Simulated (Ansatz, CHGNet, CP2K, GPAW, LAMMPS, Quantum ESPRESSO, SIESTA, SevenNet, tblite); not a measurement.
# Quantum ESPRESSO runs on glassy 40SiO2-28Al2O3-16Li2O-16SrO (mol %) (85 atoms)

Wanted: Quantum ESPRESSO inputs and outputs for glassy 40SiO2-28Al2O3-16Li2O-16SrO (mol %) (85 atoms), checked against a plane-wave reference.

Main program and level: Quantum ESPRESSO 7.5; the method is named at each step.

**1. The starting structure**

The cell holds 85 atoms: 10 Si, 14 Al, 8 Li, 4 Sr and 49 O. Its edges and angles: a = 10.152 Å, b = 10.152 Å, c = 10.152 Å, α = 90.0°, β = 90.0°, γ = 90.0°. 85 atoms (10 Si, 14 Al, 8 Li, 4 Sr, 49 O) placed at random at 2.93 g/cm³, melted at 4000 K for 10 ps at fixed volume with the Morse and Coulomb pair potential with partial charges (Pedone, Malavasi, Menziani, Cormack and Segre, J. Phys. Chem. B 110, 11780 (2006)). Quenched from 4000 K to 300 K at 6 K/ps and fixed volume, held 5 ps, then minimised at fixed cell.

The yardstick, on the same geometry:

| Quantity | Value |
| --- | --- |
| method | Kohn-Sham DFT, PBE, PAW, plane waves (Ansatz 0.2.0); cutoff 420 eV, Γ point, fermi-dirac smearing of 0.05 eV; PAW set soft_2 |
| r.m.s. force component | 0.7358 eV/Å |
| longest force | 2.917 eV/Å |
| pressure | 4.29 GPa |
| gap (highest filled to lowest empty level) | 3.667 eV |
| SCF cycles | 9 |
| time | 5.9 s on 8 threads of Arm Neoverse V2, shared host |
| CPU time | 41 s |

**2. PBE, sssp-1.3.0-efficiency, 60/480 Ry**

Method: Kohn-Sham DFT, PBE, SSSP efficiency 1.3.0 pseudopotentials, plane waves.

Input file pw.in:

```
&control
  calculation = 'scf'
  pseudo_dir = './pseudo'
  outdir = './tmp'
  disk_io = 'none'
  tprnfor = .true.
  tstress = .true.
/
&system
  ibrav = 0
  nat = 85
  ntyp = 5
  ecutwfc = 60
  ecutrho = 480
  nosym = .true.
  occupations = 'smearing'
  smearing = 'fd'
  degauss = 0.003675
/
&electrons
  conv_thr = 4.3e-07
  electron_maxstep = 100
  mixing_beta = 0.4
  mixing_mode = 'plain'
  diagonalization = 'david'
/
ATOMIC_SPECIES
Si 28.085 Si.upf
Al 26.982 Al.upf
Li 6.940 Li.upf
Sr 87.620 Sr.upf
O 15.999 O.upf
CELL_PARAMETERS angstrom
10.15170 0.00000 0.00000
0.00000 10.15170 0.00000
0.00000 0.00000 10.15170
ATOMIC_POSITIONS crystal
Si 0.75706 0.32435 0.74161
Si 0.11876 0.28916 0.66301
Si 0.19136 0.46030 0.15665
Si 0.27031 0.12093 0.87191
Si 0.90786 0.20996 0.25280
Si 0.08655 0.73274 0.84905
Si 0.99995 0.79697 0.28788
Si 0.71011 0.59982 0.66480
Si 0.49346 0.33996 0.91758
Si 0.59145 0.67399 0.25477
Al 0.94300 0.46752 0.94742
Al 0.30347 0.40753 0.44956
Al 0.68605 0.63338 0.97838
Al 0.47117 0.16583 0.38202
Al 0.64041 0.15722 0.11237
Al 0.84674 0.51848 0.21573
Al 0.56611 0.94345 0.58459
Al 0.44056 0.66725 0.51177
Al 0.22421 0.17356 0.17984
Al 0.37242 0.63387 0.96895
Al 0.93897 0.81962 0.60087
Al 0.72958 0.96033 0.31735
Al 0.86665 0.11696 0.55115
Al 0.59505 0.89263 0.91202
Li 0.24208 0.56061 0.71390
Li 0.26281 0.67930 0.28474
Li 0.89613 0.80438 0.05298
Li 0.11009 0.95217 0.08834
Li 0.45977 0.39843 0.19309
Li 0.37026 0.82262 0.76915
Li 0.54841 0.14173 0.71860
Li 0.61596 0.45004 0.44040
Sr 0.22546 0.98377 0.54641
Sr 0.89596 0.05736 0.87895
Sr 0.39661 0.91037 0.15643
Sr 0.98815 0.52102 0.49470
O 0.70217 0.93233 0.48266
O 0.27653 0.58676 0.11304
O 0.45654 0.66613 0.33741
O 0.70550 0.57680 0.30763
O 0.93459 0.98456 0.63026
O 0.85332 0.12505 0.37805
O 0.80449 0.52388 0.05057
O 0.00124 0.79556 0.44300
O 0.61376 0.32342 0.81225
O 0.23634 0.08691 0.02623
O 0.32071 0.55288 0.53808
O 0.14902 0.19432 0.78988
O 0.06254 0.43860 0.07108
O 0.43401 0.82675 0.56309
O 0.55875 0.29956 0.05956
O 0.86870 0.33962 0.85266
O 0.05881 0.17547 0.22377
O 0.88511 0.36588 0.28246
O 0.82103 0.69929 0.62471
O 0.23646 0.68207 0.86669
[... 25 atom lines left out ...]
O 0.58559 0.60582 0.57239
O 0.58975 0.03352 0.00993
O 0.23810 0.28644 0.55357
O 0.30367 0.99861 0.78829
K_POINTS gamma
```

The run is started by

```bash
$ OMP_NUM_THREADS=1 mpirun -np 4 pw.x -in pw.in > output.txt
```

The program printed:

```text
Program PWSCF
     gamma-point specific algorithms are used
     one sub-group per band group will be used
     scalapack distributed-memory algorithm (size of sub-group:  2*  2 procs)
     Parallelization info
     sticks:   dense  smooth     PW     G-vecs:    dense   smooth      PW
     Min        3511    1756    437               313520   110796   13863
     Max        3516    1760    440               313524   110800   13868
     Sum       14053    7033   1757              1254089   443191   55467
     bravais-lattice index     =            0
     lattice parameter (alat)  =      19.1839  a.u.
     unit-cell volume          =    7060.1337 (a.u.)^3
     number of atoms/cell      =           85
     number of atomic types    =            5
     number of electrons       =       440.00
     number of Kohn-Sham states=          264
     kinetic-energy cutoff     =      60.0000  Ry
     charge density cutoff     =     480.0000  Ry
     scf convergence threshold =      4.3E-07
     mixing beta               =       0.4000
     number of iterations used =            8  plain     mixing
     Exchange-correlation= SLA  PW   PBX  PBC
                           (   1   4   3   4   0   0   0)
     crystal axes: (cart. coord. in units of alat)
               a(1) = (   1.000000   0.000000   0.000000 )
               a(2) = (   0.000000   1.000000   0.000000 )
               a(3) = (   0.000000   0.000000   1.000000 )
     reciprocal axes: (cart. coord. in units 2 pi/alat)
               b(1) = (  1.000000  0.000000  0.000000 )
               b(2) = (  0.000000  1.000000  0.000000 )
               b(3) = (  0.000000  0.000000  1.000000 )
     PseudoPot. # 1 for Si:
     Pseudo is Ultrasoft + core correction, Zval =  4.0
     PseudoPot. # 2 for Al:
     Pseudo is Projector augmented-wave + core cor, Zval =  3.0
     PseudoPot. # 3 for Li:
     Pseudo is Ultrasoft, Zval =  3.0
     PseudoPot. # 4 for Sr:
     Pseudo is Ultrasoft + core correction, Zval = 10.0
     PseudoPot. # 5 for O :
     Pseudo is Projector augmented-wave + core cor, Zval =  6.0
     atomic species   valence    mass     pseudopotential
     Si                4.00    28.08500     Si( 1.00)
     Al                3.00    26.98200     Al( 1.00)
     Li                3.00     6.94000     Li( 1.00)
     Sr               10.00    87.62000     Sr( 1.00)
     O                 6.00    15.99900     O ( 1.00)
     No symmetry found
   Cartesian axes
     number of k points=     1  Fermi-Dirac smearing, width (Ry)=  0.0037
                       cart. coord. in units 2pi/alat
        k(    1) = (   0.0000000   0.0000000   0.0000000), wk =   2.0000000
     Dense  grid:   627045 G-vectors     FFT dimensions: ( 135, 135, 135)
     Smooth grid:   221596 G-vectors     FFT dimensions: (  96,  96,  96)
     Initial potential from superposition of free atoms
     starting charge     436.2217, renormalised to     440.0000
     negative rho (up, down):  2.568E-01 0.000E+00
     Starting wfcs are  384 randomized atomic wfcs
     Self-consistent Calculation
     iteration #  1     ecut=    60.00 Ry     beta= 0.40
     negative rho (up, down):  2.563E-01 0.000E+00
     total energy              =   -3110.59150947 Ry
     estimated scf accuracy    <      19.26632299 Ry
     iteration #  2     ecut=    60.00 Ry     beta= 0.40
     negative rho (up, down):  2.586E-01 0.000E+00
     total energy              =   -3115.10978947 Ry
     estimated scf accuracy    <       0.87942430 Ry
     iteration #  3     ecut=    60.00 Ry     beta= 0.40
     negative rho (up, down):  2.625E-01 0.000E+00
     total energy              =   -3115.16008922 Ry
     estimated scf accuracy    <       0.34201122 Ry
     iteration #  4     ecut=    60.00 Ry     beta= 0.40
     negative rho (up, down):  2.644E-01 0.000E+00
     total energy              =   -3115.20640268 Ry
     estimated scf accuracy    <       0.05500379 Ry
     iteration #  5     ecut=    60.00 Ry     beta= 0.40
     negative rho (up, down):  2.644E-01 0.000E+00
     total energy              =   -3115.20474125 Ry
     estimated scf accuracy    <       0.01038807 Ry
     iteration #  6     ecut=    60.00 Ry     beta= 0.40
[...]
total energy              =   -3115.20745657 Ry
     estimated scf accuracy    <       0.00057629 Ry
     iteration #  7     ecut=    60.00 Ry     beta= 0.40
[...]
total energy              =   -3115.20763007 Ry
     estimated scf accuracy    <       0.00009717 Ry
     iteration #  8     ecut=    60.00 Ry     beta= 0.40
[...]
total energy              =   -3115.20763460 Ry
     estimated scf accuracy    <       0.00002948 Ry
     iteration #  9     ecut=    60.00 Ry     beta= 0.40
[...]
total energy              =   -3115.20764593 Ry
     estimated scf accuracy    <       0.00000989 Ry
     iteration # 10     ecut=    60.00 Ry     beta= 0.40
[...]
total energy              =   -3115.20764720 Ry
     estimated scf accuracy    <       0.00000104 Ry
     iteration # 11     ecut=    60.00 Ry     beta= 0.40
     negative rho (up, down):  2.640E-01 0.000E+00
     End of self-consistent calculation
          k = 0.0000 0.0000 0.0000 ( 27734 PWs)   bands (ev):
   -39.9304 -39.7309 -39.5093 -39.4326 -39.3073 -38.9515 -38.7477 -38.6601
   -29.8329 -29.5811 -29.4056 -29.1806 -15.5577 -15.1231 -14.7941 -14.7470
   -14.6160 -14.4406 -14.3884 -14.3326 -14.1920 -14.0560 -13.8812 -13.8719
   -13.7360 -13.6388 -13.5443 -13.4725 -13.4512 -13.4200 -13.3864 -13.3004
   -13.2445 -13.2316 -13.2200 -13.1371 -13.0822 -13.0475 -13.0211 -12.9550
   -12.9229 -12.9076 -12.8620 -12.8421 -12.7665 -12.7287 -12.7079 -12.6594
[...]
11.0928  11.1705  11.2126  11.2632  11.3363  11.4337  11.4969  11.6470
    11.6765  11.7099  11.8020  11.9245  12.0073  12.1506  12.2324  12.2412
    12.3203  12.3617  12.4311  12.4809  12.6115  12.7014  12.7300  12.7782
     the Fermi energy is     6.5646 ev
!    total energy              =   -3115.20764771 Ry
     estimated scf accuracy    <       0.00000017 Ry
     smearing contrib. (-TS)   =      -0.00000000 Ry
     internal energy E=F+TS    =   -3115.20764771 Ry
     The total energy is F=E-TS. E is the sum of the following terms:
     one-electron contribution =    -854.57591656 Ry
     hartree contribution      =     663.71330902 Ry
     xc contribution           =    -573.37656194 Ry
     ewald contribution        =   -1399.93143958 Ry
     one-center paw contrib.   =    -951.03703864 Ry
     convergence has been achieved in  11 iterations
     negative rho (up, down):  2.640E-01 0.000E+00
     Forces acting on atoms (cartesian axes, Ry/au):
     atom    1 type  1   force =     0.00452573    0.04397501    0.03493745
     atom    2 type  1   force =     0.03094440   -0.01053565   -0.02899501
     atom    3 type  1   force =     0.00290347   -0.02559226    0.01496504
     atom    4 type  1   force =    -0.00932783    0.05447786   -0.00574321
     atom    5 type  1   force =    -0.00688603    0.01235073   -0.01161806
     atom    6 type  1   force =    -0.03728384   -0.00441361    0.05418643
[...]
atom   83 type  5   force =    -0.01260220   -0.01276620   -0.00549078
     atom   84 type  5   force =     0.03039755   -0.03802234   -0.01346167
     atom   85 type  5   force =     0.02376869   -0.09407308   -0.06837526
     Total force =     0.470952     Total SCF correction =     0.001081
     Computing stress (Cartesian axis) and pressure
     negative rho (up, down):  2.640E-01 0.000E+00
          total   stress  (Ry/bohr**3)                   (kbar)     P=       46.18
   0.00026110  -0.00004435   0.00000117           38.41       -6.52        0.17
  -0.00004435   0.00035394   0.00006286           -6.52       52.07        9.25
   0.00000117   0.00006286   0.00032674            0.17        9.25       48.07
     Message from routine punch:
     Nothing written, as per user request (disk_io='none')
```

Run time: 2.4 min. Hardware: 4 MPI ranks of Arm Neoverse V2, shared host; peak memory 3.1 GiB; 9.5 min of CPU time.

Banners, paths, timers and routine set-up lines are dropped from the logs unmarked, and long logs keep their key lines alone; longer cuts are marked.

Compared with the plane-wave run:

* r.m.s. force component: 0.7583 eV/Å
* r.m.s. difference of force components: 30.17 meV/Å
* longest difference of force vectors: 134.9 meV/Å
* force difference over r.m.s. force: 4.1 %
* slope of forces against the reference's: 1.03
* correlation of force components: 0.9996
* gap (highest filled to lowest empty level): 3.671 eV
* gap difference: 0.0042 eV
* pressure: 4.618 GPa
* pressure difference: 0.3278 GPa

Length of the force difference by element (eV/Å):

```csv
element,atoms,mean,most
Al,14,0.043,0.090
Li,8,0.0026,0.0043
O,49,0.056,0.13
Si,10,0.033,0.070
Sr,4,0.0036,0.0051
```

Levels nearest the highest filled one (eV from it): -0.81, -0.73, -0.67, -0.63, -0.59, -0.46, -0.38, -0.36, -0.33, -0.28, -0.08, 0.00, 3.67, 4.81, 5.19, 5.27, 5.38, 5.42, 5.58, 5.65, 5.73, 5.79, 5.89, 5.93.

Local excerpt of 14 atoms (numbers count through the whole input) about Sr35, one of the 4 Sr atoms; x, y, z are measured from there.

```csv
atom,x,y,z,distance (Å),bonds,Fx,Fy,Fz (eV/Å)
Sr35,0.00,0.00,0.00,0.00,8,0.93,0.25,0.02
O73,-0.70,2.01,1.45,2.57,4,-0.16,-1.23,0.12
O80,0.65,-1.27,-2.16,2.59,4,-1.11,-0.16,0.10
O74,2.34,-0.85,0.99,2.68,3,-0.14,1.79,-0.44
O46,-1.63,1.79,-1.32,2.76,4,-0.55,-1.00,1.03
O83,1.96,1.25,-1.49,2.76,3,-0.32,-0.33,-0.14
O58,-2.55,-0.76,0.84,2.79,4,1.99,0.58,-0.69
Li26,-1.36,-2.35,1.30,3.01,4,-0.27,-0.65,-0.24
Li28,-2.91,0.42,-0.69,3.02,3,-0.26,-0.57,-0.20
O72,2.06,1.97,1.20,3.09,4,0.29,-0.52,0.11
O39,0.61,-2.48,1.84,3.15,4,-1.74,-0.27,0.07
Al24,2.01,-0.18,-2.48,3.20,4,0.52,-0.41,0.28
Al19,-1.75,2.67,0.24,3.20,4,-0.45,1.27,0.01
Si10,1.98,-2.40,1.00,3.27,4,1.14,0.37,-0.14
```

Forces lie 4.1 % from the reference's, at 14 times its CPU time (on 4 against 8 cores).

**3. What came out**

| Quantity | Value |
| --- | --- |
| force difference from the reference | QE PBE, sssp-1.3.0-efficiency, 60/480 Ry, 4.1 % |
| its CPU time | 9.5 min |

**Reading.** PBE on plane waves or a grid with other potentials, cutoffs or grids differs from the reference by 4.1 % (QE PBE, sssp-1.3.0-efficiency, 60/480 Ry) of the r.m.s. force; this holds the reference's own error, so differences of a few per cent don't tell which side is nearer the exact PBE result (QE's 60 Ry are 816 eV, against the reference's 420 eV). PBE gaps agree with the reference's 3.67 eV within 0.005 eV. The quench rate of 6 K/ps is many orders above laboratory rates, so the cell is likely richer in defects and strain than a real sample. The network of bonds at the start is that of the classical potential that made the cell, and needn't be the one that DFT or experiment would give. The reference's pressure of 4.3 GPa belongs to a cell and atoms that aren't relaxed at this level. The electronic-structure runs sample only Γ, in a cell whose shortest periodic width is 10 Å.

[Also dropped from logs without a mark: logging warnings of Python, and SIESTA's first energy breakdown and zero terms.]

[Logs are printed without paths, hosts, clocks, repeated set-up lines and the standing remarks that a program may print on its own settings, such as how far it seeks lower states.]

[Hosts, paths, dates, database ids (printed as entryN), source tags and the programs' standing remarks are cut or masked in the printed files.]
